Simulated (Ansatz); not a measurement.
# What CaGeS3 (model cell, started as cubic perovskite with Ge in the octahedra) distorts into, part 3 of 3

Wanted: the energy along a soft mode of CaGeS3 (model cell, started as cubic perovskite with Ge in the octahedra) and the structure at the end.

Ansatz 0.2.0; DFT PBEsol, scalar-relativistic, plane waves, PAW; PAW set soft_1.

So far, highest frequency on the path or at a solved wavevector (cm⁻¹): step 2 (response at finite wavevector) 376. Also lowest frequency on the path (cm⁻¹): step 2 -167.

The structure was built from a prototype and need not be the compound's stable phase.

## (6) Relaxation from the frozen mode

Starting from the lowest point found, all atoms and the cell are let go, so that strain and other modes of the same symmetry can join in.

Contents of input.yaml:

```yaml
crystal:
  lattice:
    - [0.0, -4.7007771819, -4.7007771819]
    - [0.0, -4.7007771819, 4.7007771819]
    - [-9.4015543637, -4.7007771819, 0.0]
  atoms:
    - { symbol: Ca, position: [0.7616469835, 0.75, 0.5] }
    - { symbol: Ca, position: [0.2383530165, 0.25, 0.5] }
    - { symbol: Ca, position: [0.4883530165, 0.5, 1.0] }
    - { symbol: Ca, position: [0.0116469835, 0.0, 1.0] }
    - { symbol: Ge, position: [0.3825948559, 0.875, 0.25] }
    - { symbol: Ge, position: [0.8674051441, 0.375, 0.25] }
    - { symbol: Ge, position: [0.125, 0.625, 0.75] }
    - { symbol: Ge, position: [0.625, 0.125, 0.75] }
    - { symbol: S, position: [0.125, 0.125, 0.25] }
    - { symbol: S, position: [0.625, 0.625, 0.25] }
    - { symbol: S, position: [0.8494329176, 0.8494329176, 0.8011341647] }
    - { symbol: S, position: [0.4005670824, 0.4005670824, 0.6988658353] }
    - { symbol: S, position: [0.625, 0.125, 0.25] }
    - { symbol: S, position: [0.125, 0.625, 0.25] }
    - { symbol: S, position: [0.4005670824, 0.9005670824, 0.6988658353] }
    - { symbol: S, position: [0.8494329176, 0.3494329176, 0.8011341647] }
    - { symbol: S, position: [0.4097459734, 0.0, 0.0] }
    - { symbol: S, position: [0.0902540266, 0.5, 0.0] }
    - { symbol: S, position: [0.1597459734, 0.75, 0.5] }
    - { symbol: S, position: [0.8402540266, 0.25, 0.5] }
kpoints:
  mp_grid: { grid: [6, 6, 6] }
hamiltonian:
  xc: pbesol
  pseudopotentials: { kind: paw, azcp: { folder: soft_1 }, xc_functional: pbe }
scf:
  occupations: { method: methfessel_paxton, width: 0.2 }
output:
  forces: true
  stress: true
  eigenvalues: true
relax:
  adjacent_minimum: "off"
  f_tol: 0.002
  max_steps: 120
  cell: { stress_tol: 0.03 }
```

Launch:

```sh
$ ansatz run input.yaml --threads 4 --pin off --max-ram 16384MiB --backend cpu --events-out ev --progress --plain --runs-dir out
```

Numbers of over 12 decimals in the logs are rounded to 6 here.

Log:

```text
[...]
Crystal: 20 atoms, lattice volume = 415.498 Å³
Basis set: ecut = 420 eV, 8127 PW (Γ), exchange–correlation on 90×90×144 points (8 copies of the dense FFT grid, shifted against one another)
Bands: 104, of which v1, the nominal top of the filled ones, is band 84 counted from 1 (83 counted from 0)
Symmetry: 8 space group operations
[...]
k-points: 46 of 216
[...]
SCF iter   1: F=—  HF=-34827.984369 eV  |F-HF|=—  |Δ(HF+E_count)|=         —  Δρ=4.55e-2  dr2=1.77e1  ethr=3.10e-3  ⟨swp⟩=10.9  Hψ=25014  notcnv=0
[...]
SCF iter  12: F=-34822.505631 eV  HF=-34822.505631 eV  |F-HF|=6.38e-9  |Δ(HF+E_count)|=   1.07e-8  S|Δr|=    0.00e0  Δρ=1.10e-6  dr2=1.26e-8  ethr=5.95e-11  ⟨swp⟩=16.5  Hψ=27741  notcnv=0
SCF 1 converged in 12 iterations: F = -34822.505631 eV  dr2 = 1.26e-8
[...]
relax step   1: F+E_penalty+E_count = -34822.50563067 eV  Δ(F+E_penalty+E_count) = +0.000e0 eV  max|allowed force component| = 7.044e-1 eV/Å  Δτ_max = 0.0000 Å  P = -0.009 GPa  Ω = 415.498 Å³  (12 SCF iters, dr2 threshold 1.00e-7 eV, accepted)
Crystal: 20 atoms, lattice volume = 407.958 Å³
Basis set: ecut = 420 eV, 7967 PW (Γ), exchange–correlation on 90×90×144 points (8 copies of the dense FFT grid, shifted against one another)
[...]
SCF iter   9: F=-34823.400385 eV  HF=-34823.400385 eV  |F-HF|=5.05e-8  |Δ(HF+E_count)|=   4.84e-7  S|Δr|=    0.00e0  Δρ=6.62e-6  dr2=3.93e-7  ethr=1.19e-9  ⟨swp⟩=13.9  Hψ=25713  notcnv=0
SCF 2 converged in 9 iterations: F = -34823.400385 eV  dr2 = 3.93e-7
relax step   2: F+E_penalty+E_count = -34823.40038458 eV  Δ(F+E_penalty+E_count) = -8.948e-1 eV  max|allowed force component| = 5.080e-1 eV/Å  Δτ_max = 0.1932 Å  P = +0.343 GPa  Ω = 407.958 Å³  energy of the carried Pulay correction = +1.311e-3 eV  (9 SCF iters, dr2 threshold 2.00e-6 eV, accepted)
Crystal: 20 atoms, lattice volume = 406.194 Å³
Basis set: ecut = 420 eV, 7955 PW (Γ), exchange–correlation on 90×90×144 points (8 copies of the dense FFT grid, shifted against one another)
[...]
SCF iter   9: F=-34823.664823 eV  HF=-34823.664823 eV  |F-HF|=3.88e-8  |Δ(HF+E_count)|=   1.33e-7  S|Δr|=    0.00e0  Δρ=4.45e-6  dr2=1.54e-7  ethr=1.19e-9  ⟨swp⟩=12.4  Hψ=24990  notcnv=0
SCF 3 converged in 9 iterations: F = -34823.664823 eV  dr2 = 1.54e-7
[...]
relax step   3: F+E_penalty+E_count = -34823.66482293 eV  Δ(F+E_penalty+E_count) = -2.644e-1 eV  max|allowed force component| = 1.577e-1 eV/Å  Δτ_max = 0.1932 Å  P = +0.595 GPa  Ω = 406.194 Å³  energy of the carried Pulay correction = +1.622e-3 eV  (9 SCF iters, dr2 threshold 2.00e-6 eV, accepted)
[...]
relax step   4: F+E_penalty+E_count = -34823.69229481 eV  Δ(F+E_penalty+E_count) = -2.747e-2 eV  max|allowed force component| = 2.066e-2 eV/Å  Δτ_max = 0.0421 Å  P = +0.000 GPa  Ω = 409.638 Å³  energy of the carried Pulay correction = +1.017e-3 eV  (8 SCF iters, dr2 threshold 2.00e-6 eV, accepted)
[...]
relax step   5: F+E_penalty+E_count = -34823.69358179 eV  Δ(F+E_penalty+E_count) = -1.287e-3 eV  max|allowed force component| = 9.106e-3 eV/Å  Δτ_max = 0.0090 Å  P = +0.028 GPa  Ω = 409.692 Å³  energy of the carried Pulay correction = +1.008e-3 eV  (9 SCF iters, dr2 threshold 3.50e-8 eV, accepted)
[...]
relax step   6: F+E_penalty+E_count = -34823.69347495 eV  Δ(F+E_penalty+E_count) = +1.068e-4 eV  max|allowed force component| = 1.050e-2 eV/Å  Δτ_max = 0.0061 Å  P = -0.026 GPa  Ω = 409.929 Å³  energy of the carried Pulay correction = +9.662e-4 eV  (9 SCF iters, dr2 threshold 1.85e-8 eV, rejected (line search))
[...]
relax step   7: F+E_penalty+E_count = -34823.69380444 eV  Δ(F+E_penalty+E_count) = -2.227e-4 eV  max|allowed force component| = 1.975e-3 eV/Å  Δτ_max = 0.0037 Å  P = +0.006 GPa  Ω = 409.805 Å³  energy of the carried Pulay correction = +9.880e-4 eV  (11 SCF iters, accepted)
[...]
SCF iter   6: F=-34823.693061 eV  HF=-34823.693061 eV  |F-HF|=2.91e-11  |Δ(HF+E_count)|=  3.20e-10  S|Δr|=    0.00e0  Δρ=4.48e-8  dr2=1.53e-11  ethr=1.00e-12  ⟨swp⟩=9.3  Hψ=23138  notcnv=0
SCF 8 converged in 6 iterations: F = -34823.693061 eV  dr2 = 1.53e-11
relax step   8: F+E_penalty+E_count = -34823.69306060 eV  Δ(F+E_penalty+E_count) = +7.438e-4 eV  max|allowed force component| = 1.979e-3 eV/Å  Δτ_max = 0.0000 Å  P = +0.005 GPa  Ω = 409.805 Å³  stress off target by 1.06e-2 GPa  SCF on the basis re-selected at this cell (its energy is not comparable with the rows above)  (6 SCF iters)
basis re-selected at this cell: Δ(F+E_penalty+E_count) = +7.438e-4 eV, ΔP = -0.001 GPa vs the last step (what re-selecting the basis moved, of the pressure what is left beyond the Pulay correction that the steps carried, after the strain that the cell walked since its last selection, with what the two solves' SCF thresholds leave and, on support functions, any second-order correction that the steps lacked; it is no m [...]
SCF converged after 6 iterations
[...]
Free energy (F): -34823.693061 eV
[...]
Internal energy: -34823.678777 eV  (E = F + TS)
E sigma→0 (E₀):  -34823.689490 eV
Entropy (-TS):   -0.014283 eV (-0.714 meV/atom)
Fermi energy:    7.194049 eV
[...]
--- Forces (eV/Å), atoms counted from 1 ---
  atom   1  Ca    -0.00143123     0.00197918     0.00197918
  atom   2  Ca    -0.00143123    -0.00197918    -0.00197918
  atom   3  Ca     0.00143123    -0.00197918    -0.00197918
  atom   4  Ca     0.00143123     0.00197918     0.00197918
  atom   5  Ge     0.00000000    -0.00184665    -0.00184665
  atom   6  Ge    -0.00000000     0.00184665     0.00184665
  atom   7  Ge    -0.00000000    -0.00000000     0.00000000
  atom   8  Ge    -0.00000000     0.00000000     0.00000000
  atom   9  S      0.00000000     0.00000000     0.00000000
  atom  10  S      0.00000000     0.00000000     0.00000000
  atom  11  S     -0.00030734    -0.00000000    -0.00000000
  atom  12  S      0.00030734     0.00000000     0.00000000
  atom  13  S      0.00000000     0.00000000     0.00000000
  atom  14  S      0.00000000    -0.00000000     0.00000000
  atom  15  S      0.00030734    -0.00000000     0.00000000
  atom  16  S     -0.00030734     0.00000000    -0.00000000
  atom  17  S     -0.00185763     0.00104963     0.00104963
  atom  18  S     -0.00185763    -0.00104963    -0.00104963
  atom  19  S      0.00185763     0.00104963     0.00104963
  atom  20  S      0.00185763    -0.00104963    -0.00104963
  max |Σ_I F_I| component: 9.11e-18 eV/Å
--- Stress (GPa, compression-positive) ---
        0.010615      -0.000000      -0.000000
       -0.000000       0.002242       0.007851
       -0.000000       0.007851       0.002242
  P = ⅓ Tr σ = 0.0050 GPa (0.050 kbar)
--- Band table (eV; the first three rows and the last of 46) ---
  k-point 0: bands = [... 80 lower, 6.7842, 6.9795, 7.0570, 7.1439, 7.3030, 7.8044, 8.6432, 9.6028, ... 16 higher]
  k-point 1: bands = [... 80 lower, 6.8794, 6.9747, 7.0546, 7.1259, 7.3242, 8.0498, 8.7129, 9.5751, ... 16 higher]
  k-point 2: bands = [... 80 lower, 6.8610, 6.9676, 7.0901, 7.3617, 7.4220, 8.4508, 8.9174, 9.4431, ... 16 higher]
  k-point 45: bands = [... 80 lower, 6.4728, 6.5284, 6.8442, 6.9002, 8.3381, 8.4275, 9.0600, 9.1004, ... 16 higher]
--- Relaxed structure (7 steps of the walk, 6 accepted, 1 SCFs on fresh bases) ---
  F+E_penalty+E_count = -34823.69306060 eV   max|allowed force component| = 1.979e-3 eV/Å   (the final SCF, on the basis selected at the relaxed cell)
  cell:  # Å, volume = 409.8045 Å³
    - [0, -4.756980, -4.756980]
    - [0.0, -4.696131, 4.696131]
    - [-9.172237, -4.726555, -0.030424]
  atoms:
    - { symbol: Ca, position: [0.740927, 0.764381, 0.471239] }
    - { symbol: Ca, position: [0.287835, 0.264381, 0.471239] }
    - { symbol: Ca, position: [0.509073, 0.485619, 1.028761] }
    - { symbol: Ca, position: [-0.037835, -0.014381, 1.028761] }
    - { symbol: Ge, position: [0.373071, 0.875000, 0.25] }
    - { symbol: Ge, position: [0.876929, 0.375000, 0.25] }
    - { symbol: Ge, position: [0.125000, 0.625, 0.750000] }
    - { symbol: Ge, position: [0.625000, 0.125000, 0.750000] }
    - { symbol: S, position: [0.125000, 0.125000, 0.25] }
    - { symbol: S, position: [0.625, 0.625000, 0.25] }
    - { symbol: S, position: [0.832988, 0.832988, 0.834024] }
    - { symbol: S, position: [0.417012, 0.417012, 0.665976] }
    - { symbol: S, position: [0.625, 0.125000, 0.25] }
    - { symbol: S, position: [0.125000, 0.625, 0.25] }
    - { symbol: S, position: [0.417012, 0.917012, 0.665976] }
    - { symbol: S, position: [0.832988, 0.332988, 0.834024] }
    - { symbol: S, position: [0.399132, 0.00559232, -0.011185] }
    - { symbol: S, position: [0.112053, 0.505592, -0.011185] }
    - { symbol: S, position: [0.137947, 0.744408, 0.511185] }
    - { symbol: S, position: [0.850868, 0.244408, 0.511185] }
```

The job ended after 8.5 min (4 threads of Arm Neoverse V1, shared host; peak memory 2.1 GiB; 34 min of CPU time).

Relaxation path:

```
step  energy less that of the first step (eV)  largest force component (eV/Å)  pressure (GPa)  volume (Å³)
   1                                   0.0000                          0.7044           -0.01       415.50
   2                                  -0.8948                          0.5080            0.34       407.96
   3                                  -1.1592                          0.1577            0.60       406.19
   4                                  -1.1867                          0.0207            0.00       409.64
   5                                  -1.1880                          0.0091            0.03       409.69
   6                                  -1.1878                          0.0105           -0.03       409.93
   7                                  -1.1882                          0.0020            0.01       409.80
  8*                                  -1.1874                          0.0020            0.01       409.80
```

Relaxation steps marked * repeat the geometry before them on a plane-wave basis chosen anew for their cell, so energy and pressure can jump there. Relaxation step 6 was tried and not accepted.

Forces are held to the 8 operations that the run works with; a distortion that breaks them can't arise in this run.

```
conventional cell, symmetrised  before   after  change
                         a (Å)   6.648   6.641  -0.1 %
                         b (Å)  18.803  18.344  -2.4 %
                         c (Å)   6.648   6.727  +1.2 %
              volume (Å³/atom)   20.77   20.49  -1.4 %
```

The atoms that moved most (Å, as changes of fractional coordinates times the final cell):

```
atom      dx      dy      dz  length
 Ca4  -0.264   0.167   0.167   0.354
 Ca3  -0.264  -0.167  -0.167   0.354
 Ca1   0.264   0.167   0.167   0.354
 Ca2   0.264  -0.167  -0.167   0.354
 S16  -0.302   0.000   0.000   0.302
 S11  -0.302   0.000   0.000   0.302
 S15   0.302   0.000   0.000   0.302
 S12   0.302   0.000   0.000   0.302
```

Final coordinates:

```cif
data_structure
_symmetry_space_group_name_H-M 'P 1'
_symmetry_Int_Tables_number 1
_cell_length_a 6.7274
_cell_length_b 6.6413
_cell_length_c 10.3185
_cell_angle_alpha 71.227
_cell_angle_beta 70.975
_cell_angle_gamma 90.000
_cell_volume 409.80
loop_
_atom_site_label
_atom_site_type_symbol
_atom_site_fract_x
_atom_site_fract_y
_atom_site_fract_z
_atom_site_occupancy
Ca1 Ca 0.74093 0.76438 0.47124 1
Ca2 Ca 0.28783 0.26438 0.47124 1
Ca3 Ca 0.50907 0.48562 0.02876 1
Ca4 Ca 0.96217 0.98562 0.02876 1
Ge5 Ge 0.37307 0.87500 0.25000 1
Ge6 Ge 0.87693 0.37500 0.25000 1
Ge7 Ge 0.12500 0.62500 0.75000 1
Ge8 Ge 0.62500 0.12500 0.75000 1
S9 S 0.12500 0.12500 0.25000 1
S10 S 0.62500 0.62500 0.25000 1
S11 S 0.83299 0.83299 0.83402 1
S12 S 0.41701 0.41701 0.66598 1
S13 S 0.62500 0.12500 0.25000 1
S14 S 0.12500 0.62500 0.25000 1
S15 S 0.41701 0.91701 0.66598 1
S16 S 0.83299 0.33299 0.83402 1
S17 S 0.39913 0.00559 0.98882 1
S18 S 0.11205 0.50559 0.98882 1
S19 S 0.13795 0.74441 0.51118 1
S20 S 0.85087 0.24441 0.51118 1
```

This step gave:

- pressure: 0.005033 GPa
- volume per atom: 20.49 Å³

The distorted start has space group Imma; the relaxation ends in Imma.

## (7) Results

| Item | Value |
| --- | --- |
| unstable mode of the parent | q = (0.25, -0.5, -0.5), 167i cm⁻¹ |
| depth at the lowest point sampled | 66.7 meV/atom |
| largest atomic shift at that point | 0.6 Å |
| space group reached (within 0.01 Å) | Imma |
| energy gained over the parent (first relaxation, on the mesh of the frozen mode) | 126 meV/atom |
| volume per atom, phase reached | 20.5 Å³ |

**Reading.** Along this mode the structure falls into Imma, 126 meV/atom below the parent. At the parent's cell the well is 66.75 meV/atom deep on the steps tried, with its lowest point at a shift of 0.6 Å. That is the last step tried, so the steps alone don't bracket the bottom of the well. Relaxing atoms and cell changes the gain by +59.24 meV/atom against the lowest step (energies at zero smearing). The modes of the phase reached were not computed on this path. Of the 6 patterns followed to their end from this parent, this one ends 55.6 meV/atom above the lowest, R-3c. Each path keeps the symmetry of its pattern, so a lower phase may lie along a pattern not tried. With no gap, or one that is small against the smearing, the frequencies hang on the k mesh and the smearing, most of all near Kohn anomalies. The PAW files were made for PBE and serve the other functionals too. The starting cell was built on a prototype and not taken from a measurement, so the phase need not exist.

[Logs are printed without paths, hosts, clocks, repeated set-up lines and the standing remarks that a program may print on its own settings, such as how far it seeks lower states.]

[Hosts, paths, dates, database ids (printed as entryN), source tags and the programs' standing remarks are cut or masked in the printed files.]
